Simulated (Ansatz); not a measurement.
## Work function of Ag(110): what the settings cost and change

Aim: the work function of Ag(110) against thickness and vacuum, with the cost.

Program: Ansatz 0.2.0. Level of theory: plane-wave DFT, PBE, Ansatz PAW. Results are calculated unless marked as measured.

**What experiment says.**

For Ag (clean (110) face, a compiled value), “Anisotropic work function of elemental crystals” (2019, arxiv:1902.07811) quotes earlier work: work function (clean (110) face, a compiled value) 4.1 eV.

Most raw output is cut from this account.

## Step 1: Set-up

The cell holds 1 atom: 1 Ag. Its edges and angles: a = 4.090 Å, b = 2.892 Å, c = 18.000 Å, α = 90.0°, β = 90.0°, γ = 90.0°. Vacuum lies along c.

## Step 2: Slab, setting 1 layer

A work function rests on the faint tail of the density, so the SCF threshold is tight. The slab grows from one layer, at fixed mesh and 18 Å of vacuum; then the vacuum is varied on one slab.

File input.yaml:

```yaml
crystal:
  lattice:
    - [4.09, 0.0, 0.0]
    - [0.0, 2.8920667351, 0.0]
    - [0.0, 0.0, 18.0]
  atoms:
    - { symbol: Ag, position: [0.5, 0.5, 0.5] }
kpoints:
  mp_grid: { grid: [10, 14, 1] }
hamiltonian:
  xc: pbe
scf:
  occupations: { method: fermi_dirac, width: 0.1 }
  convergence: { dr2_threshold: 1.0e-09 }
efield:
  axis: 3
  dipole_correction: true
  ramp_position: 0.97
  ramp_width: 0.06
output:
  write_potential: true
  write_density: true
  volumetric_format: npy
  elf: true
```

Run with:

```bash
ansatz run input.yaml --threads 2 --pin off --max-ram 3072MiB --backend cpu --events-out ev --progress --plain --runs-dir out
```

The job ended after 18 s (2 threads of Arm Neoverse N1, shared host; peak memory 0.51 GiB; 29 s of CPU time).

Numbers from this step:

```
energy at zero smearing   : -7589.1952 eV
work function, upper face : 4.923 eV
```

Running mean over 1.446 Å of the planar mean; the ramp of the sawtooth is left out. Electron's electrostatic potential energy less the Fermi level against z:

```
z (Å)  electron's electrostatic potential energy less the Fermi level (eV)
 2.88                                                                 4.92
 3.31                                                                 4.92
 3.74                                                                 4.92
 4.18                                                                 4.92
 4.61                                                                 4.92
 5.04                                                                 4.92
 5.47                                                                 4.92
 5.90                                                                 4.91
 6.19                                                                 4.89
 6.62                                                                 4.82
 7.06                                                                 4.61
 7.49                                                                 3.93
 7.92                                                                 2.03
 8.35                                                               -0.762
 8.78                                                                -3.02
 9.22                                                                -3.02
 9.65                                                               -0.762
10.08                                                                 2.03
10.51                                                                 3.93
10.94                                                                 4.61
11.38                                                                 4.82
11.81                                                                 4.89
12.10                                                                 4.91
12.53                                                                 4.92
12.96                                                                 4.92
13.39                                                                 4.92
13.82                                                                 4.92
14.26                                                                 4.92
14.69                                                                 4.92
15.12                                                                 4.92
```

Valence density in the ca plane at fractional y = 0.500, with atoms of Ag within 0.2 Å of it. It is the smooth field of the valence electrons, not physical close to the nuclei.

Ten steps, logarithmic in the rise over the least value, from '0' (0 e/Å³) to '9' (17 e/Å³), each cell a mean:
```
00000000000000000000000000000000000000000000
00000000000000000000011100000000000000000000
00000000000000000001245310000000000000000000
00000000000000000002589731000000000000000000
00000000000000000002699841000000000000000000
00000000000000000001478620000000000000000000
00000000000000000000133210000000000000000000
00000000000000000000000000000000000000000000
00000000000000000000000000000000000000000000
```
Columns run along c (18.0 Å), rows up along a (4.1 Å). Atoms in or near the plane, at fractional coordinates: Ag at (0.50, 0.50).

ELF in the ca plane at fractional y = 0.500, with atoms of Ag within 0.2 Å of it. It is the smooth field of the valence electrons, not physical close to the nuclei.

Values, 5 rows by 16 columns, each cell a mean:
```
0.00 0.00 0.00 0.00 0.00 0.01 0.05 0.12 0.13 0.06 0.01 0.00 0.00 0.00 0.00 0.00
0.00 0.00 0.00 0.00 0.00 0.03 0.12 0.32 0.37 0.14 0.04 0.00 0.00 0.00 0.00 0.00
0.00 0.00 0.00 0.00 0.00 0.04 0.14 0.48 0.58 0.17 0.05 0.00 0.00 0.00 0.00 0.00
0.00 0.00 0.00 0.00 0.00 0.02 0.11 0.26 0.30 0.13 0.03 0.00 0.00 0.00 0.00 0.00
0.00 0.00 0.00 0.00 0.00 0.00 0.04 0.09 0.09 0.04 0.01 0.00 0.00 0.00 0.00 0.00
```
Columns run along c (18.0 Å), rows up along a (4.1 Å). Atoms in or near the plane, at fractional coordinates: Ag at (0.50, 0.50).

Electrostatic potential energy in the ca plane at fractional y = 0.500, with atoms of Ag within 0.2 Å of it. With pseudopotentials it is smooth inside the atoms' cores, unlike the true potential.

Ten even steps from '0' (-20 eV) to '9' (2 eV), each cell a mean:
```
99999999999999999999999999999999999999999999
99999999999999999999887899999999999999999999
99999999999999999998511379999999999999999999
99999999999999999997000038999999999999999999
99999999999999999996000028999999999999999999
99999999999999999997200058999999999999999999
99999999999999999999754689999999999999999999
99999999999999999999998999999999999999999999
99999999999999999999999999999999999999999999
```
Columns run along c (18.0 Å; values clipped at the 3rd and 97th percentile), rows up along a (4.1 Å). Atoms in or near the plane, at fractional coordinates: Ag at (0.50, 0.50).

The work function is 4.923 eV.

## Step 3: Run, 2 atoms

System of this step: Ag(110). The cell holds 2 atoms: 2 Ag. Its edges and angles: a = 4.090 Å, b = 2.892 Å, c = 19.446 Å, α = 90.0°, β = 90.0°, γ = 90.0°. Vacuum lies along c.

input.yaml, the sections that differ from step 2:

```yaml
crystal:
  lattice:
    - [4.09, 0.0, 0.0]
    - [0.0, 2.8920667351, 0.0]
    - [0.0, 0.0, 19.4460333675]
  atoms:
    - { symbol: Ag, position: [0.5, 0.5, 0.4628193231] }
    - { symbol: Ag, position: [0.0, 0.0, 0.5371806769] }
output:
  write_potential: true
  write_density: true
  volumetric_format: npy
# kpoints, hamiltonian, scf, efield: as in step 2
```

It took 30 s on 2 threads; peak memory 0.55 GiB.

The work function is 4.082 eV, -0.841 eV from the run “1 layer”, at 1.7 times its CPU time.

## Step 4: Slab, 3 atoms

System of this step: Ag(110). The cell holds 3 atoms: 3 Ag. Cell: a = 4.090 Å, b = 2.892 Å, c = 20.892 Å, α = 90.0°, β = 90.0°, γ = 90.0°. Vacuum lies along c.

input.yaml, the sections that differ from step 3:

```yaml
crystal:
  lattice:
    - [4.09, 0.0, 0.0]
    - [0.0, 2.8920667351, 0.0]
    - [0.0, 0.0, 20.8920667351]
  atoms:
    - { symbol: Ag, position: [0.0, 0.0, 0.430785528] }
    - { symbol: Ag, position: [0.5, 0.5, 0.5] }
    - { symbol: Ag, position: [0.0, 0.0, 0.569214472] }
# kpoints, hamiltonian, scf, efield, output: as in step 3
```

It took 47 s on 2 threads; peak memory 0.67 GiB; 81 s of CPU time.

The work function is 4.274 eV, +0.192 eV from the run “2 layers”, at 1.6 times its CPU time.

## Step 5: Run, 4 atoms

System of this step: Ag(110). The cell holds 4 atoms: 4 Ag. Its edges and angles: a = 4.090 Å, b = 2.892 Å, c = 22.338 Å, α = 90.0°, β = 90.0°, γ = 90.0°. Vacuum lies along c.

input.yaml, the sections that differ from step 4:

```yaml
crystal:
  lattice:
    - [4.09, 0.0, 0.0]
    - [0.0, 2.8920667351, 0.0]
    - [0.0, 0.0, 22.3381001026]
  atoms:
    - { symbol: Ag, position: [0.5, 0.5, 0.4028990809] }
    - { symbol: Ag, position: [0.0, 0.0, 0.467633027] }
    - { symbol: Ag, position: [0.5, 0.5, 0.532366973] }
    - { symbol: Ag, position: [0.0, 0.0, 0.5971009191] }
# kpoints, hamiltonian, scf, efield, output: as in step 4
```

It took 69 s on 2 threads; peak memory 0.81 GiB; 2 min of CPU time.

The work function is 4.161 eV, -0.113 eV from the run “3 layers”, at 1.5 times its CPU time.

## Step 6: Slab, 5 atoms

System of this step: Ag(110). The cell holds 5 atoms: 5 Ag. Its edges and angles: a = 4.090 Å, b = 2.892 Å, c = 23.784 Å, α = 90.0°, β = 90.0°, γ = 90.0°. Vacuum lies along c.

input.yaml, the sections that differ from step 5:

```yaml
crystal:
  lattice:
    - [4.09, 0.0, 0.0]
    - [0.0, 2.8920667351, 0.0]
    - [0.0, 0.0, 23.7841334701]
  atoms:
    - { symbol: Ag, position: [0.0, 0.0, 0.3784035273] }
    - { symbol: Ag, position: [0.5, 0.5, 0.4392017637] }
    - { symbol: Ag, position: [0.0, 0.0, 0.5] }
    - { symbol: Ag, position: [0.5, 0.5, 0.5607982363] }
    - { symbol: Ag, position: [0.0, 0.0, 0.6215964727] }
# kpoints, hamiltonian, scf, efield, output: as in step 5
```

The job ended after 95 s (2 threads; peak memory 0.97 GiB).

The work function is 4.183 eV, +0.021 eV from the run “4 layers”, at 1.4 times its CPU time.

## Step 7: Slab, 6 atoms

System of this step: Ag(110). The cell holds 6 atoms: 6 Ag. Its edges and angles: a = 4.090 Å, b = 2.892 Å, c = 25.230 Å, α = 90.0°, β = 90.0°, γ = 90.0°. Vacuum lies along c.

input.yaml, the sections that differ from step 6:

```yaml
crystal:
  lattice:
    - [4.09, 0.0, 0.0]
    - [0.0, 2.8920667351, 0.0]
    - [0.0, 0.0, 25.2301668376]
  atoms:
    - { symbol: Ag, position: [0.5, 0.5, 0.3567158338] }
    - { symbol: Ag, position: [0.0, 0.0, 0.4140295003] }
    - { symbol: Ag, position: [0.5, 0.5, 0.4713431668] }
    - { symbol: Ag, position: [0.0, 0.0, 0.5286568332] }
    - { symbol: Ag, position: [0.5, 0.5, 0.5859704997] }
    - { symbol: Ag, position: [0.0, 0.0, 0.6432841662] }
# kpoints, hamiltonian, scf, efield, output: as in step 6
```

The job ended after 2.3 min (2 threads; peak memory 1.2 GiB; 4 min of CPU time).

The work function is 4.195 eV, +0.012 eV from the run “5 layers”, at 1.4 times its CPU time.

## Step 8: Run, 8 atoms

System of this step: Ag(110). The cell holds 8 atoms: 8 Ag. Its edges and angles: a = 4.090 Å, b = 2.892 Å, c = 28.122 Å, α = 90.0°, β = 90.0°, γ = 90.0°. Vacuum lies along c.

input.yaml, the sections that differ from step 7:

```yaml
crystal:
  lattice:
    - [4.09, 0.0, 0.0]
    - [0.0, 2.8920667351, 0.0]
    - [0.0, 0.0, 28.1222335727]
  atoms:
    - { symbol: Ag, position: [0.5, 0.5, 0.3200314789] }
    - { symbol: Ag, position: [0.0, 0.0, 0.3714510564] }
    - { symbol: Ag, position: [0.5, 0.5, 0.4228706338] }
    - { symbol: Ag, position: [0.0, 0.0, 0.4742902113] }
    - { symbol: Ag, position: [0.5, 0.5, 0.5257097887] }
    - { symbol: Ag, position: [0.0, 0.0, 0.5771293662] }
    - { symbol: Ag, position: [0.5, 0.5, 0.6285489436] }
    - { symbol: Ag, position: [0.0, 0.0, 0.6799685211] }
# kpoints, hamiltonian, scf, efield, output: as in step 7
```

It took 3.6 min on 2 threads; peak memory 1.6 GiB.

The work function is 4.195 eV, +0.001 eV from the run “6 layers”, at 1.6 times its CPU time.

## Step 9: Slab, 10 atoms

System of this step: Ag(110). The cell holds 10 atoms: 10 Ag. Its edges and angles: a = 4.090 Å, b = 2.892 Å, c = 31.014 Å, α = 90.0°, β = 90.0°, γ = 90.0°. Vacuum lies along c.

input.yaml, the sections that differ from step 8:

```yaml
crystal:
  lattice:
    - [4.09, 0.0, 0.0]
    - [0.0, 2.8920667351, 0.0]
    - [0.0, 0.0, 31.0143003077]
  atoms:
    - { symbol: Ag, position: [0.5, 0.5, 0.2901887165] }
    - { symbol: Ag, position: [0.0, 0.0, 0.3368134462] }
    - { symbol: Ag, position: [0.5, 0.5, 0.3834381758] }
    - { symbol: Ag, position: [0.0, 0.0, 0.4300629055] }
    - { symbol: Ag, position: [0.5, 0.5, 0.4766876352] }
    - { symbol: Ag, position: [0.0, 0.0, 0.5233123648] }
    - { symbol: Ag, position: [0.5, 0.5, 0.5699370945] }
    - { symbol: Ag, position: [0.0, 0.0, 0.6165618242] }
    - { symbol: Ag, position: [0.5, 0.5, 0.6631865538] }
    - { symbol: Ag, position: [0.0, 0.0, 0.7098112835] }
# kpoints, hamiltonian, scf, efield, output: as in step 8
```

It took 5.5 min on 2 threads; peak memory 2.1 GiB.

The work function is 4.198 eV, +0.002 eV from the run “8 layers”, at 1.6 times its CPU time.

## Step 10: Run, 13 atoms

System of this step: Ag(110). The cell holds 13 atoms: 13 Ag. Cell: a = 4.090 Å, b = 2.892 Å, c = 35.352 Å, α = 90.0°, β = 90.0°, γ = 90.0°. Vacuum lies along c.

input.yaml, the sections that differ from step 9:

```yaml
crystal:
  lattice:
    - [4.09, 0.0, 0.0]
    - [0.0, 2.8920667351, 0.0]
    - [0.0, 0.0, 35.3524004103]
  atoms:
    - { symbol: Ag, position: [0.0, 0.0, 0.2545796013] }
    - { symbol: Ag, position: [0.5, 0.5, 0.295483001] }
    - { symbol: Ag, position: [0.0, 0.0, 0.3363864008] }
    - { symbol: Ag, position: [0.5, 0.5, 0.3772898006] }
    - { symbol: Ag, position: [0.0, 0.0, 0.4181932004] }
    - { symbol: Ag, position: [0.5, 0.5, 0.4590966002] }
    - { symbol: Ag, position: [0.0, 0.0, 0.5] }
    - { symbol: Ag, position: [0.5, 0.5, 0.5409033998] }
    - { symbol: Ag, position: [0.0, 0.0, 0.5818067996] }
    - { symbol: Ag, position: [0.5, 0.5, 0.6227101994] }
    - { symbol: Ag, position: [0.0, 0.0, 0.6636135992] }
    - { symbol: Ag, position: [0.5, 0.5, 0.704516999] }
    - { symbol: Ag, position: [0.0, 0.0, 0.7454203987] }
# kpoints, hamiltonian, scf, efield, output: as in step 9
```

Wall time 9.2 min (2 threads); peak memory 3 GiB; 17 min of CPU time.

The work function is 4.112 eV, -0.086 eV from the run “10 layers”, at 1.7 times its CPU time.

(Continued in part 2 of 2.)

[Logs are printed without paths, hosts, clocks, repeated set-up lines and the standing remarks that a program may print on its own settings, such as how far it seeks lower states.]

[Hosts, paths, dates, database ids (printed as entryN), source tags and the programs' standing remarks are cut or masked in the printed files.]

[Maps of the electrostatic potential energy from Ansatz leave out the sawtooth potential of an applied field or a dipole correction, so their vacuum need not be flat; planar profiles and work functions include it.]
